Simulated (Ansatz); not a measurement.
BaAg2As2 (I4/mmm): Drude plasma energy along x against volume

The cell of BaAg2As2 (I4/mmm) is scaled evenly and the response computed anew at each volume, on one mesh. The atoms keep their fractional positions. x, y and z are the Cartesian axes of the input cell.

Cell: a, b, c = 6.334, 6.334, 6.334 Å (primitive vectors), 5 atoms.

Method: Ansatz 0.2.0, PBE, independent particles, k-mesh 8×8×8 with interpolation inside its cells, Gaussian parameter 0.1 eV.

Launch of the response step: `ansatz run input.yaml --threads 4 --pin off --max-ram 8192MiB --backend cpu --events-out ev --progress --plain --runs-dir out`. The series took 27.1 min in all, on 4 threads of Intel(R) Xeon(R) Processor @ 2.50GHz (Skylake/Cascade Lake), on a shared host.

| V/V₀ | V (Å³, primitive cell) | Drude plasma energy along x (eV) |
| --- | --- | --- |
| 0.94 | 108.19 | 2.772 |
| 0.96 | 110.50 | 2.682 |
| 0.98 | 112.80 | 2.593 |
| 1.00 | 115.10 | 2.510 |
| 1.02 | 117.40 | ? |
| 1.04 | 119.70 | 2.373 |
| 1.06 | 122.01 | 2.318 |

For small changes the quantity should be close to linear in ln V.

Working, on the rows shown:

| x = ln(V/V₀) | y = Drude plasma energy along x |
| --- | --- |
| -0.0618754 | 2.772 |
| -0.040822 | 2.682 |
| -0.0202027 | 2.593 |
| 0 | 2.51 |
| 0.0392207 | 2.373 |
| 0.0582689 | 2.318 |

Means: x̄ = -0.0042351, ȳ = 2.5413. Σ(x − x̄)(y − ȳ) = -0.04067, Σ(x − x̄)² = 0.01073. Slope = -0.04067 / 0.01073 = -3.791; intercept = ȳ − slope · x̄ = 2.5253. The line misses the rows shown by up to 0.015 eV, in a bent pattern, so a parabola y = c₀ + c₁x + c₂x² is fitted. The sums Σx = -0.025410484, Σx² = 0.01083668, Σx³ = -5.4996727e-05, Σx⁴ = 3.1495593e-05, Σy = 15.248, Σxy = -0.10525075 and Σx²y = 0.027661022 in the three normal equations give c₀ = 2.5121, c₁ = -3.785, c₂ = 7.293; the parabola misses the rows by at most 0.0032 eV.

Problem. Predict the last column of the withheld row from the fit.

Solution. At x = 0.019803 the parabola gives y = 2.44 eV. The run gave 2.436 eV, so the interpolation is off by 0.004 eV, 0.9 % of the range in the table.

Between the rows on either side of x = 0 the slope is (2.436 − 2.593) / (0.019803 − (-0.020203)) = -3.924. So d ln ωp/d ln V = -1.56; free electrons would give −0.50. The values come from a sum over the points of one k-mesh and carry its error, which is largest for Fermi-surface quantities. Spin-orbit coupling is left out.
